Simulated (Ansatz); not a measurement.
## A hypothetical structure for K3Al

Starting from a made-up structure for K3Al, the aim is the relaxed cell, its shortest contacts and, where a second run follows, its electronic structure.

Program: Ansatz 0.2.0. Level of theory: DFT, PBE, plane-wave PAW, files of the set soft_1, scalar-relativistic, no spin, cell and ions relaxed at zero pressure; PAW set soft_1, in the first sound run; inputs show where later runs differ. Results are calculated unless marked as measured.

## (1) The structure

It takes space group Fm-3m (No. 225, cubic). The conventional cell has a = 9.262 Å, b = 9.262 Å, c = 9.262 Å, α = 90.00°, β = 90.00°, γ = 90.00°. K has 8 K at 4.01 Å nearest. K has 4 K at 4.01 Å and 4 Al at 4.01 Å nearest. Nearest to Al lie 8 K at 4.01 Å. Farther neighbours are not listed.

Structure file:

```cif
data_structure
_symmetry_space_group_name_H-M 'Fm-3m'
_symmetry_Int_Tables_number 225
_cell_length_a 9.2620
_cell_length_b 9.2620
_cell_length_c 9.2620
_cell_angle_alpha 90.000
_cell_angle_beta 90.000
_cell_angle_gamma 90.000
_cell_volume 794.54
loop_
_atom_site_label
_atom_site_type_symbol
_atom_site_symmetry_multiplicity
_atom_site_Wyckoff_symbol
_atom_site_fract_x
_atom_site_fract_y
_atom_site_fract_z
_atom_site_occupancy
K1 K 4 b 0.50000 0.00000 0.00000 1
K2 K 8 c 0.25000 0.25000 0.75000 1
Al1 Al 4 a 0.00000 0.00000 0.00000 1
```

## (2) Relaxation of the guess

The guess takes its coordinates from another compound and its volume from a rule, so the cell and any free coordinates are relaxed together.

Input file input.yaml:

```yaml
crystal:
  lattice:
    - [0.0, 4.631, 4.631]
    - [4.631, 0.0, 4.631]
    - [4.631, 4.631, 0.0]
  atoms:
    - { symbol: K, position: [0.5, 0.5, 0.5] }
    - { symbol: K, position: [0.75, 0.75, 0.75] }
    - { symbol: K, position: [0.25, 0.25, 0.25] }
    - { symbol: Al, position: [0.0, 0.0, 0.0] }
kpoints:
  mp_grid: { grid: [5, 5, 5] }
scf:
  occupations: { method: fermi_dirac, width: 0.05 }
hamiltonian:
  xc: pbe
  pseudopotentials: { kind: paw, azcp: { folder: soft_1 } }
relax:
  f_tol: 0.015
  max_steps: 70
  cell: {}
output:
  forces: true
  stress: true
```

Started as:

```console
ansatz run input.yaml --threads 4 --pin off --max-ram 10240MiB --backend cpu --events-out ev --progress --plain --runs-dir out
```

Numbers of over 12 decimals in the logs are rounded to 6 here.

What it wrote:

```text
Engine: ansatz 0.2.0, x86_64-unknown-linux-gnu
Pseudopotentials: kind: paw
Pseudopotential: K, paw, valence charge 9, recommended cutoff 420 eV (normal), soft_1/K.paw.azcp
Pseudopotential: Al, paw, valence charge 3, recommended cutoff 420 eV (normal), soft_1/Al.paw.azcp
Functional definition: PBE
  parameter kappa = 0.804
  parameter beta = 0.066725
  exchange = pbe_x(kappa = kappa, mu = beta*pi^2/3)
  correlation = pbe_c(beta = beta)
Crystal: 4 atoms, lattice volume = 198.634 Å³
Basis set: ecut = 420 eV, 3839 PW (Γ), exchange–correlation on 90×90×90 points (8 copies of the dense FFT grid, shifted against one another)
Bands: 19, of which v1, the nominal top of the filled ones, is band 15 counted from 1 (14 counted from 0)
Symmetry: 48 space group operations
Space group: Fm-3m (ITA 225), of the structure as read, at distance tolerance 5.8e-5 Å
k-points: 10 of 125
Non-local potential: K, projectors of the file, l = 0: 3, l = 1: 2, l = 2: 2
Non-local potential: Al, projectors of the file, l = 0: 2, l = 1: 2, l = 2: 1
PAW form: soft (Blöchl's): semilocal exchange-correlation on the pseudo side does not see the compensation charge
PAW one-centre angular grid: K, 110 points (default); XC on 64 Gauss nodes
PAW one-centre angular grid: Al, 110 points (default); XC on 64 Gauss nodes
Initial density: superposition of atomic densities (chi_scale 0.1, normalization cell, long waves kept (reshape's long-wave potential 0.00 eV rms))
Initial wavefunctions: pseudopotential atomic-orbital guess
Functional: x = pbe(κ = 0.804, μ = 0.219515), c = pbe(β = 0.066725)
SCF iter   1: F=—  HF=-5149.688065 eV  |F-HF|=—  |Δ(HF+E_count)|=         —  Δρ=5.55e-3  dr2=1.84e-1  ethr=3.10e-3  ⟨swp⟩=6.2  Hψ=991  notcnv=0
preconditioner: auto → Resta (q_TF=auto, 1.991 Å⁻¹)  ε∞=4.7  [insulator: Δε(μ)=0.150 eV  Ē_g=3.337 eV  σ=0.050 eV  W_gap=0.61  n_scr=26 (ndim 8)  ℏωp=6.5 eV  f_vac=0.000  D(μ)=4.39/eV (n_scr^D=26)  ε∞_Penn≈4.7]
SCF iter   2: F=—  HF=-5149.672881 eV  |F-HF|=—  |Δ(HF+E_count)|=   1.52e-2  Δρ=3.74e-3  dr2=7.72e-2  ethr=6.13e-4  ⟨swp⟩=1.1  Hψ=272  notcnv=0
SCF iter   3: F=—  HF=-5149.665924 eV  |F-HF|=—  |Δ(HF+E_count)|=   6.96e-3  Δρ=5.46e-4  dr2=1.50e-3  ethr=2.57e-4  ⟨swp⟩=2.8  Hψ=263  notcnv=0
SCF iter   4: F=—  HF=-5149.666156 eV  |F-HF|=—  |Δ(HF+E_count)|=   2.33e-4  Δρ=1.53e-4  dr2=8.08e-5  ethr=4.99e-6  ⟨swp⟩=2.2  Hψ=284  notcnv=0
SCF iter   5: F=—  HF=-5149.666259 eV  |F-HF|=—  |Δ(HF+E_count)|=   1.03e-4  Δρ=3.16e-5  dr2=5.21e-6  ethr=2.69e-7  ⟨swp⟩=2.0  Hψ=218  notcnv=0
SCF iter   6: F=—  HF=-5149.666259 eV  |F-HF|=—  |Δ(HF+E_count)|=   3.23e-7  Δρ=7.69e-6  dr2=2.32e-7  ethr=1.74e-8  ⟨swp⟩=2.3  Hψ=252  notcnv=0
SCF iter   7: F=-5149.666259 eV  HF=-5149.666259 eV  |F-HF|=3.70e-9  |Δ(HF+E_count)|=   1.11e-8  Δρ=2.10e-6  dr2=1.15e-8  ethr=3.33e-10  ⟨swp⟩=3.9  Hψ=565  notcnv=0
SCF 1 converged in 7 iterations: F = -5149.666259 eV  dr2 = 1.15e-8
  greatest PAW one-centre occupation: 0.988 electrons in one spin orbital (limit 2), on the K atom at site 2 (counted from 0), in its partial waves of l = 0
relax step   1: F+E_penalty+E_count = -5149.66625894 eV  Δ(F+E_penalty+E_count) = +0.000e0 eV  max|allowed force component| = 8.095e-18 eV/Å  Δτ_max = 0.0000 Å  P = -0.380 GPa  Ω = 198.634 Å³  (7 SCF iters, dr2 threshold 1.00e-7 eV, accepted)
Crystal: 4 atoms, lattice volume = 196.325 Å³
Initial density: handed on by an earlier stage of this run
Initial wavefunctions: those handed on with the density
iter 1 solved again at ethr=2.82e-7 eV; its pass at ethr=3.10e-3 eV (dr2=8.45e-5 eV) is discarded
SCF iter   1: F=—  HF=-5149.671329 eV  |F-HF|=—  |Δ(HF+E_count)|=         —  Δρ=1.01e-4  dr2=8.56e-5  ethr=2.82e-7  ⟨swp⟩=2.0  Hψ=1124  notcnv=0
preconditioner: auto → Resta (q_TF=auto, 1.995 Å⁻¹)  ε∞=4.9  [insulator: Δε(μ)=0.164 eV  Ē_g=3.295 eV  σ=0.050 eV  W_gap=0.65  n_scr=26 (ndim 8)  ℏωp=6.5 eV  f_vac=0.000  D(μ)=3.94/eV (n_scr^D=14)  ε∞_Penn≈4.9]
SCF iter   2: F=—  HF=-5149.671311 eV  |F-HF|=—  |Δ(HF+E_count)|=   1.84e-5  Δρ=5.97e-5  dr2=2.72e-5  ethr=2.82e-7  ⟨swp⟩=1.9  Hψ=206  notcnv=0
SCF iter   3: F=—  HF=-5149.671308 eV  |F-HF|=—  |Δ(HF+E_count)|=   3.53e-6  Δρ=1.68e-5  dr2=1.45e-6  ethr=9.07e-8  ⟨swp⟩=1.9  Hψ=213  notcnv=0
SCF iter   4: F=-5149.671308 eV  HF=-5149.671308 eV  |F-HF|=3.44e-9  |Δ(HF+E_count)|=   4.80e-9  Δρ=2.71e-6  dr2=2.91e-8  ethr=1.20e-9  ⟨swp⟩=4.2  Hψ=570  notcnv=0
SCF 2 converged in 4 iterations: F = -5149.671308 eV  dr2 = 2.91e-8
relax step   2: F+E_penalty+E_count = -5149.67130751 eV  Δ(F+E_penalty+E_count) = -5.049e-3 eV  max|allowed force component| = 3.701e-17 eV/Å  Δτ_max = 0.0000 Å  P = -0.314 GPa  Ω = 196.325 Å³  energy of the carried Pulay correction = +4.738e-5 eV  (4 SCF iters, dr2 threshold 3.60e-7 eV, accepted)
Crystal: 4 atoms, lattice volume = 186.022 Å³
Basis set: ecut = 420 eV, 3695 PW (Γ), exchange–correlation on 90×90×90 points (8 copies of the dense FFT grid, shifted against one another)
iter 1 solved again at ethr=6.85e-6 eV; its pass at ethr=3.10e-3 eV (dr2=2.06e-3 eV) is discarded
SCF iter   1: F=—  HF=-5149.681268 eV  |F-HF|=—  |Δ(HF+E_count)|=         —  Δρ=4.91e-4  dr2=1.89e-3  ethr=6.85e-6  ⟨swp⟩=2.0  Hψ=1142  notcnv=0
preconditioner: auto → Resta (q_TF=auto, 2.013 Å⁻¹)  ε∞=4.9  [insulator: Δε(μ)=0.178 eV  Ē_g=3.367 eV  σ=0.050 eV  W_gap=0.69  n_scr=26 (ndim 8)  ℏωp=6.7 eV  f_vac=0.000  D(μ)=3.95/eV (n_scr^D=14)  ε∞_Penn≈4.9]
SCF iter   2: F=—  HF=-5149.680951 eV  |F-HF|=—  |Δ(HF+E_count)|=   3.17e-4  Δρ=2.89e-4  dr2=5.96e-4  ethr=6.32e-6  ⟨swp⟩=1.9  Hψ=205  notcnv=0
SCF iter   3: F=—  HF=-5149.680864 eV  |F-HF|=—  |Δ(HF+E_count)|=   8.64e-5  Δρ=8.33e-5  dr2=2.98e-5  ethr=1.99e-6  ⟨swp⟩=1.9  Hψ=214  notcnv=0
SCF iter   4: F=—  HF=-5149.680932 eV  |F-HF|=—  |Δ(HF+E_count)|=   6.79e-5  Δρ=1.13e-5  dr2=5.21e-7  ethr=9.95e-8  ⟨swp⟩=2.1  Hψ=230  notcnv=0
SCF iter   5: F=-5149.680932 eV  HF=-5149.680932 eV  |F-HF|=6.54e-9  |Δ(HF+E_count)|=   1.04e-7  Δρ=2.63e-6  dr2=2.72e-8  ethr=8.20e-10  ⟨swp⟩=4.0  Hψ=568  notcnv=0
SCF 3 converged in 5 iterations: F = -5149.680932 eV  dr2 = 2.72e-8
relax step   3: F+E_penalty+E_count = -5149.68093233 eV  Δ(F+E_penalty+E_count) = -9.625e-3 eV  max|allowed force component| = 2.833e-17 eV/Å  Δτ_max = 0.0000 Å  P = +0.038 GPa  Ω = 186.022 Å³  energy of the carried Pulay correction = +2.657e-4 eV  (5 SCF iters, dr2 threshold 2.46e-7 eV, accepted)
Initial wavefunctions: pseudopotential atomic-orbital guess (no wavefunctions were taken with the density)
iter 1 solved again at ethr=1.12e-7 eV; its pass at ethr=3.10e-3 eV (dr2=3.37e-5 eV) is discarded
SCF iter   1: F=—  HF=-5149.680645 eV  |F-HF|=—  |Δ(HF+E_count)|=         —  Δρ=2.28e-5  dr2=1.45e-7  ethr=1.12e-7  ⟨swp⟩=3.1  Hψ=1505  notcnv=0
preconditioner: auto → Resta (q_TF=auto, 2.013 Å⁻¹)  ε∞=4.9  [insulator: Δε(μ)=0.180 eV  Ē_g=3.358 eV  σ=0.050 eV  W_gap=0.70  n_scr=26 (ndim 8)  ℏωp=6.7 eV  f_vac=0.000  D(μ)=3.88/eV (n_scr^D=14)  ε∞_Penn≈4.9]
SCF iter   2: F=—  HF=-5149.680719 eV  |F-HF|=—  |Δ(HF+E_count)|=   7.38e-5  Δρ=1.18e-5  dr2=4.12e-8  ethr=4.84e-10  ⟨swp⟩=2.0  Hψ=283  notcnv=0
SCF iter   3: F=—  HF=-5149.680719 eV  |F-HF|=—  |Δ(HF+E_count)|=   2.16e-7  Δρ=7.12e-7  dr2=1.68e-9  ethr=1.37e-10  ⟨swp⟩=3.0  Hψ=361  notcnv=0
SCF iter   4: F=—  HF=-5149.680719 eV  |F-HF|=—  |Δ(HF+E_count)|=  2.73e-11  Δρ=2.17e-7  dr2=1.49e-10  ethr=5.59e-12  ⟨swp⟩=2.0  Hψ=218  notcnv=0
SCF iter   5: F=-5149.680719 eV  HF=-5149.680719 eV  |F-HF|=0.00e0  |Δ(HF+E_count)|=  1.27e-11  Δρ=5.70e-8  dr2=4.00e-12  ethr=1.00e-12  ⟨swp⟩=4.3  Hψ=628  notcnv=0
SCF 4 converged in 5 iterations: F = -5149.680719 eV  dr2 = 4.00e-12
relax step   4: F+E_penalty+E_count = -5149.68071873 eV  Δ(F+E_penalty+E_count) = +2.136e-4 eV  max|allowed force component| = 2.660e-17 eV/Å  Δτ_max = 0.0000 Å  P = +0.037 GPa  Ω = 186.022 Å³  stress off target by 3.67e-2 GPa  SCF on the basis re-selected at this cell (its energy is not comparable with the rows above)  (5 SCF iters)
basis re-selected at this cell: Δ(F+E_penalty+E_count) = +2.136e-4 eV, ΔP = -0.001 GPa vs the last step (what re-selecting the basis moved, of the pressure what is left beyond the Pulay correction that the steps carried, after the strain that the cell walked since its last selection, with what the two solves' SCF thresholds leave and, on support functions, any second-order correction that the steps lacked; it is no m [...]
SCF converged after 5 iterations
Free energy (F): -5149.680719 eV
Harris-Foulkes:  -5149.680719 eV  (|F-HF|=0.00e0)
Internal energy: -5149.644611 eV  (E = F + TS)
E sigma→0 (E₀):  -5149.662665 eV
Entropy (-TS):   -0.036108 eV (-9.027 meV/atom)
Fermi energy:    3.043629 eV
--- Per-component energies (eV) ---
  E_band       = -383.938831
  E_kinetic    = 778.578598
  E_local      = -2084.745573  (includes V_loc(G=0)·N_el)
  E_nonlocal   = 49.645996
  E_hartree    = 741.055044
  E_xc         = -438.211972
  E_vxc        = -517.737225  (∫ρ·V_xc dr)
  E_paw        = -2815.694555  (= ΣΔE_a)
  E_vpaw       = -91.790744  (= ΣTr[D̂ρ^β])
  E_aug_tail   = -0.000016  (compensation charges beyond the density's cutoff)
  E_ewald      = -1380.272131
  E_smearing   = -0.036108  (= −TS)
  E_closure    = 0.000000  (closes the sum)
  Σ components = -5149.680719   (vs F -5149.680719, Δ=0.00e0)
--- Forces (eV/Å), atoms counted from 1 ---
  atom   1  K      0.00000000    -0.00000000     0.00000000
  atom   2  K      0.00000000    -0.00000000    -0.00000000
  atom   3  K     -0.00000000     0.00000000     0.00000000
  atom   4  Al    -0.00000000     0.00000000     0.00000000
  max |Σ_I F_I| component: 1.27e-17 eV/Å
--- Stress (GPa, compression-positive) ---
        0.036678       0.000000       0.000000
        0.000000       0.036678       0.000000
       -0.000000       0.000000       0.036678
  P = ⅓ Tr σ = 0.0367 GPa (0.367 kbar)
--- Relaxed structure (3 steps of the walk, 3 accepted, 1 SCFs on fresh bases) ---
  F+E_penalty+E_count = -5149.68071873 eV   max|allowed force component| = 2.660e-17 eV/Å   (the final SCF, on the basis selected at the relaxed cell)
  cell:  # Å, volume = 186.0217 Å³
    - [0, 4.530831, 4.530831]
    - [4.530831, 0, 4.530831]
    - [4.530831, 4.530831, 0]
  atoms:
    - { symbol: K, position: [0.5, 0.5, 0.5] }
    - { symbol: K, position: [0.750000, 0.750000, 0.750000] }
    - { symbol: K, position: [0.25, 0.25, 0.25] }
    - { symbol: Al, position: [0, 0, 0] }
```

Wall time 0.98 s (4 threads of AMD EPYC 9B45 (Zen 5), shared host); peak memory 0.49 GiB; 3.1 s of CPU time.

Step by step:

```tsv
step	energy less that of the first step (eV)	largest force component (eV/Å)	pressure (GPa)	volume (Å³)
1	0.0000	0.0000	-0.38	198.63
2	-0.0050	0.0000	-0.31	196.33
3	-0.0147	0.0000	0.04	186.02
4*	-0.0145	0.0000	0.04	186.02
```

Relaxation steps marked * repeat the geometry before them on a plane-wave basis chosen anew for their cell, so energy and pressure can jump there.

Forces are held to the 48 operations that the run works with; a distortion that breaks them can't arise in this run.

```tsv
conventional cell, symmetrised	before	after	change
a (Å)	9.262	9.062	-2.2 %
b (Å)	9.262	9.062	-2.2 %
c (Å)	9.262	9.062	-2.2 %
volume (Å³/atom)	49.66	46.51	-6.3 %
```

The relaxed structure:

```xyz
4
Lattice="0.0000 4.5308 4.5308 4.5308 0.0000 4.5308 4.5308 4.5308 0.0000" Properties=species:S:1:pos:R:3 pbc="T T T"
K     4.5308    4.5308    4.5308
K     6.7962    6.7962    6.7962
K     2.2654    2.2654    2.2654
Al    0.0000    0.0000    0.0000
```

This step gave:

| Quantity | Value |
| --- | --- |
| free energy | -5149.6807 eV |
| energy at zero smearing | -5149.6627 eV |
| smearing term TS | 0.03611 eV |
| Fermi energy | 3.044 eV |
| electrons | 30 |
| symmetry operations | 48 |
| pressure | 0.03668 GPa |

Shortest distances by pair of elements, guess and relaxed (not always the same contact):

```tsv
pair	guess (Å)	relaxed (Å)
K–K	4.011	3.924
Al–K	4.011	3.924
```

The relaxation ends with a pressure of 0.04 GPa.

[end of part 1 of 2]

[Logs are printed without paths, hosts, clocks, repeated set-up lines and the standing remarks that a program may print on its own settings, such as how far it seeks lower states.]

[Hosts, paths, dates, database ids (printed as entryN), source tags and the programs' standing remarks are cut or masked in the printed files.]
